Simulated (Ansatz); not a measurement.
**Changed inputs in constrained RPA: Cs2CuF4 (I4/mmm)**

What does U in Cs2CuF4 (I4/mmm) depend on besides the window?

Calculated with Ansatz 0.2.0; constrained RPA on PBEsol, plane waves, PAW.

### Step 1. Starting point

It takes space group I4/mmm (No. 139, tetragonal). Conventional cell: a = 4.319 Å, b = 4.319 Å, c = 14.126 Å, α = 90.00°, β = 90.00°, γ = 90.00°. Cs has 9 F at 2.98 to 3.11 Å nearest. Cu has 6 F at 1.89 to 2.16 Å nearest. F has 1 Cu at 1.89 Å and 5 Cs at 3.06 to 3.11 Å nearest. Nearest to F lie 2 Cu at 2.16 Å and 4 Cs at 2.98 Å. Farther neighbours and most contacts between anions are not listed.

The cell and positions are those that the Materials Project relaxed with its own functionals (PBE, PBE+U or r2SCAN), kept fixed. The program's search for lower electronic states was switched off, so nothing shows that the state found is the lowest. Spin-orbit coupling is left out unless a step names it. The default PAW set here is soft_2. Its files were made with PBE.

### Step 2. Base: Cu d, bands v5 to v1, 4×4×4 mesh, medium accuracy

Constrained RPA screens the interaction with every transition except those inside the target bands, which a later many-body model would treat itself.

input.yaml reads:

```yaml
crystal:
  lattice:
    - [7.0632472, 2.15970356, -2.15970356]
    - [7.0632472, -2.15970356, 2.15970356]
    - [-7.0632472, -2.15970356, -2.15970356]
  atoms:
    - { symbol: Cs, position: [0.35435957, 0.35435957, 0.0] }
    - { symbol: Cs, position: [0.64564043, 0.64564043, 0.0] }
    - { symbol: Cu, position: [0.0, 0.0, 0.0] }
    - { symbol: F, position: [0.13390815, 0.13390815, 0.0] }
    - { symbol: F, position: [0.86609184, 0.86609184, 0.0] }
    - { symbol: F, position: [0.5, 0.0, 0.5] }
    - { symbol: F, position: [0.0, 0.5, 0.5] }
kpoints:
  mp_grid: { grid: [8, 8, 8] }
hamiltonian:
  xc: pbesol
scf:
  occupations: { method: gaussian, width: 0.08 }
  n_extra_bands: 19
  max_iter: 150
  lower_state_search: "off"
output:
  crpa:
    kmesh: [4, 4, 4]
    target_bands: [v5, v1]
    projections: [{ species: Cu, l: d, shell: 3 }]
  local_orbitals:
    kmesh: [8, 8, 8]
    orbitals: [{ species: Cu, l: d, shell: 3 }]
    window: { bands: [v5, v1] }
    seedname: lo
```

Started as:

```console
$ ansatz run input.yaml --threads 4 --pin off --max-ram 9216MiB --backend cpu --events-out ev --progress --plain --runs-dir out
```

Numbers of over 12 decimals in the logs are rounded to 6 here.

Output:

```text
scf.n_extra_bands = 19 over 33 filled bands (N_el = 65.0): the run solves 52 bands
Engine: ansatz 0.2.0, aarch64-unknown-linux-gnu
Pseudopotentials: kind: paw
Pseudopotential: Cs, paw, valence charge 9, recommended cutoff 420 eV (normal), Cs.paw.azcp
Pseudopotential: Cu, paw, valence charge 19, recommended cutoff 420 eV (normal), Cu.paw.azcp
Pseudopotential: F, paw, valence charge 7, recommended cutoff 420 eV (normal), F.paw.azcp
Functional definition: PBEsol
  exchange = pbesol_x
  correlation = pbesol_c
Crystal: 7 atoms, lattice volume = 131.781 Å³
Basis set: ecut = 420 eV, 2559 PW (Γ)
Bands: 52, of which v1, the nominal top of the filled ones, is band 33 counted from 1 (32 counted from 0)
Symmetry: 16 space group operations
Space group: I4/mmm (ITA 139), of the structure as read, at distance tolerance 5.1e-5 Å
k-points: 59 of 512
Non-local potential: Cs, projectors of the file, l = 0: 3, l = 1: 2, l = 2: 2, l = 3: 2
Non-local potential: Cu, projectors of the file, l = 0: 3, l = 1: 2, l = 2: 3, l = 3: 1
Non-local potential: F, projectors of the file, l = 0: 2, l = 1: 2, l = 2: 1
PAW form: soft (Blöchl's): semilocal exchange-correlation on the pseudo side does not see the compensation charge
PAW frozen core: Cs, regenerated for the run's functional, and the local potential with it (the file was generated under x = pbe(κ = 0.804, μ = 0.219515), c = pbe(β = 0.066725))
PAW frozen core: Cu, regenerated for the run's functional, and the local potential with it (the file was generated under x = pbe(κ = 0.804, μ = 0.219515), c = pbe(β = 0.066725))
PAW frozen core: F, regenerated for the run's functional, and the local potential with it (the file was generated under x = pbe(κ = 0.804, μ = 0.219515), c = pbe(β = 0.066725))
PAW one-centre angular grid: Cs, 194 points (default); XC on 64 Gauss nodes
PAW one-centre angular grid: Cu, 590 points (default); XC on 64 Gauss nodes
PAW one-centre angular grid: F, 110 points (default); XC on 64 Gauss nodes
Initial density: superposition of atomic densities (neutral atoms: chi_scale 0, normalization atom), corrected by the library's trained network
Initial wavefunctions: pseudopotential atomic-orbital guess
Functional: x = pbesol(κ = 0.804, μ = 0.123457), c = pbesol(β = 0.046)
SCF iter   1: F=—  HF=-20966.595097 eV  |F-HF|=—  |Δ(HF+E_count)|=         —  Δρ=1.26e-2  dr2=1.31e-1  ethr=1.77e-3  ⟨swp⟩=7.1  Hψ=14513  notcnv=0  defer=303
preconditioner: auto → LDOS  [metal: Δε(μ)=0.025 eV  Ē_g=16.734 eV  σ=0.080 eV  W_gap=0.17  n_scr=32 (ndim 8)  ℏωp=24.4 eV  f_vac=0.094  D(μ)=6.40/eV (n_scr^D=54)  β→1.0]
SCF iter   2: F=—  HF=-20966.605329 eV  |F-HF|=—  |Δ(HF+E_count)|=   1.02e-2  Δρ=1.45e-2  dr2=1.39e-1  ethr=2.01e-4  ⟨swp⟩=2.0  Hψ=5901  notcnv=0  defer=706
[...]
NSCF: frozen V_eff on 13 k-points
[...]
cRPA screening: q 1/64
cRPA screening: q 2/64
cRPA screening: q 6/64 (q-point 3)
cRPA screening: q 8/64 (q-point 5)
cRPA screening: q 16/64 (q-point 6)
cRPA screening: q 32/64 (q-point 9)
cRPA screening: q 36/64 (q-point 10)
cRPA screening: q 44/64 (q-point 22)
cRPA screening: q 46/64 (q-point 24)
cRPA screening: q 48/64 (q-point 27)
cRPA screening: q 56/64 (q-point 30)
cRPA screening: q 60/64 (q-point 31)
cRPA screening: q 64/64 (q-point 43)
SCF converged after 12 iterations
Free energy (F): -20966.555765 eV
Harris-Foulkes:  -20966.555765 eV  (|F-HF|=1.59e-8)
Internal energy: -20966.536096 eV  (E = F + TS)
E sigma→0 (E₀):  -20966.545930 eV
Entropy (-TS):   -0.019670 eV (-2.810 meV/atom)
Fermi energy:    5.956814 eV
--- Per-component energies (eV) ---
  E_band       = -693.235500
  E_kinetic    = 1405.299600
  E_local      = -10738.144046  (includes V_loc(G=0)·N_el)
  E_nonlocal   = 752.984808
  E_hartree    = 4707.724872
  E_xc         = -748.938895
  E_vxc        = -773.337354  (∫ρ·V_xc dr)
  E_paw        = -12367.620486  (= ΣΔE_a)
  E_vpaw       = -755.505930  (= ΣTr[D̂ρ^β])
  E_aug_tail   = 0.008160  (compensation charges beyond the density's cutoff)
  E_ewald      = -3978.514401
  E_core_change = 0.664293  (= ΣΔE_core)
  E_smearing   = -0.019670  (= −TS)
  E_closure    = -0.000000  (closes the sum)
  Σ components = -20966.555765   (vs F -20966.555765, Δ=0.00e0)
--- Band table (eV; the first three rows and the last of 59) ---
  k-point 0: bands = [... 29 lower, 4.5118, 4.6522, 4.6522, 5.1205, 9.4119, 10.7903, 11.9975, 12.0679, ... 15 higher]
  k-point 1: bands = [... 29 lower, 4.6368, 4.6727, 4.7781, 5.3493, 9.9143, 10.9765, 12.4055, 12.4179, ... 15 higher]
  k-point 2: bands = [... 29 lower, 4.6705, 4.7346, 5.3331, 5.7332, 10.9752, 11.2594, 11.8221, 12.9475, ... 15 higher]
  k-point 58: bands = [... 29 lower, 4.5117, 4.6476, 4.6476, 5.0508, 10.4355, 10.6159, 10.6771, 12.1778, ... 15 higher]
--- cRPA (band scheme, projected local orbitals): target bands 29..33 (1-based), 5 Wannier function(s), 4×4×4 mesh, 66 bands' worth read of 71 solved, ecut_chi 136.0 eV, v(q+G=0) probe_charge, pair densities all_electron ---
  bands read: the sum over 66 bands ends inside a degenerate multiplet in 3 slots, whose members it reads at an even weight; the widest, k=21: bands 66 to 67 (counted from 1) at 1/2 each
  χ-basis size per q: N_G = 461..484
  window electrons = 9.0000, filled by tetrahedron_uncorrected; constrained ε̄⁻¹(q = 0, 0) head = 0.403400; min gauge Gram eig = 0.6165
  Kanamori averages over each shell's own Wannier functions (sites counted from 0, functions from 1):
    Site 2, 3D, 5 of 5 d orbitals (Wannier functions 1, 2, 3, 4, 5; wannier90's mr 1, 2, 3, 4, 5):
      screened: U = 7.3655 eV, U' = 6.1686 eV, J = 0.5715 eV
      screened d-shell averages: U_bar = F0 = 6.4080 eV, J_bar = 0.8108 eV
      screened, to within: U = 7.6e-3 eV, U' = 7.6e-3 eV, J = 8.0e-4 eV
      screened d-shell averages, to within: U_bar = 6.3e-3 eV, J_bar = 1.2e-3 eV
      bare: V = 21.4354 eV, V' = 19.9195 eV, J = 0.6939 eV
      bare d-shell averages: V_bar = F0 = 20.2227 eV, J_bar = 0.9971 eV
  Hermiticity witness max|P − P†| over intra, direct and exchange elements: 1.07e-14 eV (screened), 9.51e-23 eV (bare)
  Reality witness max|Im| over intra, direct and exchange elements: 2.87e-18 eV (screened), 6.98e-18 eV (bare)
```

The job ended after 14 min (4 threads of Arm Neoverse V2, shared host; peak memory 1.2 GiB; 56 min of CPU time).

Numbers from this step:

* U: 7.365 eV
* U prime (inter-orbital): 6.169 eV
* J: 0.5715 eV
* bare V: 21.44 eV
* bare J: 0.6939 eV
* stated bound on U: 0.007561 eV
* U over bare V: 0.3436
* electrons in the window: 9.000
* head of the constrained inverse dielectric matrix: 0.4034
* least eigenvalue of the projection's overlap: 0.6165
* target functions: 5
* bands in the sums: 66
* r.m.s. miss of the model bands: 2.35e-4 eV
* width of the target bands: 1.818 eV
* weight of the projected orbitals in the window: 0.7726

On the Cu d shell, screening brings the on-site interaction from 21.4 eV down to U = 7.37 eV.

### Step 3. Changed: 2×2×2 mesh

Changes to input.yaml since step 2:

```diff
@@ -24,9 +24,4 @@
   crpa:
-    kmesh: [4, 4, 4]
+    kmesh: [2, 2, 2]
     target_bands: [v5, v1]
     projections: [{ species: Cu, l: d, shell: 3 }]
-  local_orbitals:
-    kmesh: [8, 8, 8]
-    orbitals: [{ species: Cu, l: d, shell: 3 }]
-    window: { bands: [v5, v1] }
-    seedname: lo
```

Output:

```text
[...]
Crystal: 7 atoms, lattice volume = 131.781 Å³
Basis set: ecut = 420 eV, 2559 PW (Γ)
Bands: 52, of which v1, the nominal top of the filled ones, is band 33 counted from 1 (32 counted from 0)
[... 1 set-up line as in the run before ...]
[...]
k-points: 59 of 512
[...]
SCF iter   1: F=—  HF=-20966.595097 eV  |F-HF|=—  |Δ(HF+E_count)|=         —  Δρ=1.26e-2  dr2=1.31e-1  ethr=1.77e-3  ⟨swp⟩=7.1  Hψ=14513  notcnv=0  defer=303
[...]
SCF iter  12: F=-20966.555765 eV  HF=-20966.555765 eV  |F-HF|=1.59e-8  |Δ(HF+E_count)|=   1.29e-7  Δρ=5.72e-6  dr2=1.77e-8  ethr=1.54e-10  ⟨swp⟩=12.2  Hψ=15536  notcnv=0
SCF 1 converged in 12 iterations: F = -20966.555765 eV  dr2 = 1.77e-8
[...]
NSCF: frozen V_eff on 4 k-points
[...]
cRPA screening: q 1/8
cRPA screening: q 2/8
cRPA screening: q 4/8 (q-point 3)
cRPA screening: q 8/8
SCF converged after 12 iterations
Free energy (F): -20966.555765 eV
[...]
Internal energy: -20966.536096 eV  (E = F + TS)
E sigma→0 (E₀):  -20966.545930 eV
Entropy (-TS):   -0.019670 eV (-2.810 meV/atom)
Fermi energy:    5.956814 eV
[...]
--- Band table (eV; the first three rows and the last of 59) ---
  k-point 0: bands = [... 29 lower, 4.5118, 4.6522, 4.6522, 5.1205, 9.4119, 10.7903, 11.9975, 12.0679, ... 15 higher]
  k-point 1: bands = [... 29 lower, 4.6368, 4.6727, 4.7781, 5.3493, 9.9143, 10.9765, 12.4055, 12.4179, ... 15 higher]
  k-point 2: bands = [... 29 lower, 4.6705, 4.7346, 5.3331, 5.7332, 10.9752, 11.2594, 11.8221, 12.9475, ... 15 higher]
  k-point 58: bands = [... 29 lower, 4.5117, 4.6476, 4.6476, 5.0508, 10.4355, 10.6159, 10.6771, 12.1778, ... 15 higher]
[...]
χ-basis size per q: N_G = 462..484
[...]
screened: U = 7.7488 eV, U' = 6.5278 eV, J = 0.5870 eV
      screened d-shell averages: U_bar = F0 = 6.7720 eV, J_bar = 0.8312 eV
      screened, to within: U = 8.6e-3 eV, U' = 8.5e-3 eV, J = 8.5e-4 eV
      screened d-shell averages, to within: U_bar = 7.2e-3 eV, J_bar = 1.2e-3 eV
      bare: V = 21.8968 eV, V' = 20.3620 eV, J = 0.7126 eV
      bare d-shell averages: V_bar = F0 = 20.6689 eV, J_bar = 1.0196 eV
[...]
```

The job ended after 55 s (4 threads; peak memory 0.97 GiB; 3.5 min of CPU time).

This step gave:

```
U                                                 : 7.749 eV
U prime (inter-orbital)                           : 6.528 eV
J                                                 : 0.5870 eV
bare V                                            : 21.90 eV
bare J                                            : 0.7126 eV
stated bound on U                                 : 0.008507 eV
U over bare V                                     : 0.3539
electrons in the window                           : 9.000
head of the constrained inverse dielectric matrix : 0.3995
least eigenvalue of the projection's overlap      : 0.6165
target functions                                  : 5
bands in the sums                                 : 66
width of the target bands                         : 1.818 eV
weight of the projected orbitals in the window    : 0.7726
```

On the Cu d shell, screening brings the on-site interaction from 21.9 eV down to U = 7.75 eV.

### Step 4. Side by side

Times are wall times on 4 threads of Arm Neoverse V2, shared host, good to a factor of about two.

```
          run  bare V (eV)  U (eV)  J (eV)  bound on U (eV)  width (eV)    time
target window        21.44   7.365   0.571           0.0076        1.82  14 min
   2×2×2 mesh        21.90   7.749   0.587           0.0085        1.82    55 s
```

### Step 5. What came out

```json
{
  "target window": "U 7.37 eV, J 0.57 eV",
  "2×2×2 mesh": "U 7.75 eV, J 0.59 eV"
}
```

**Reading.** 2×2×2 mesh moves U by +0.38 eV at 0.065 times the time. The printed bound covers the solver alone, not the mesh, and no denser mesh than the base was run. The parent state is non-magnetic and the interaction static (zero frequency); U depends on the window and the orbitals, so it belongs to this model alone.

[Paths, hosts, dates, memory and timing lines, banners, echoed tables and standing remarks are left out of the program output.]

[Logs are printed without paths, hosts, clocks, repeated set-up lines and the standing remarks that a program may print on its own settings, such as how far it seeks lower states.]

[Runs of the session that timed out or met a known fault of the program may be left out.]

[Hosts, paths, dates, database ids (printed as entryN), source tags and the programs' standing remarks are cut or masked in the printed files.]
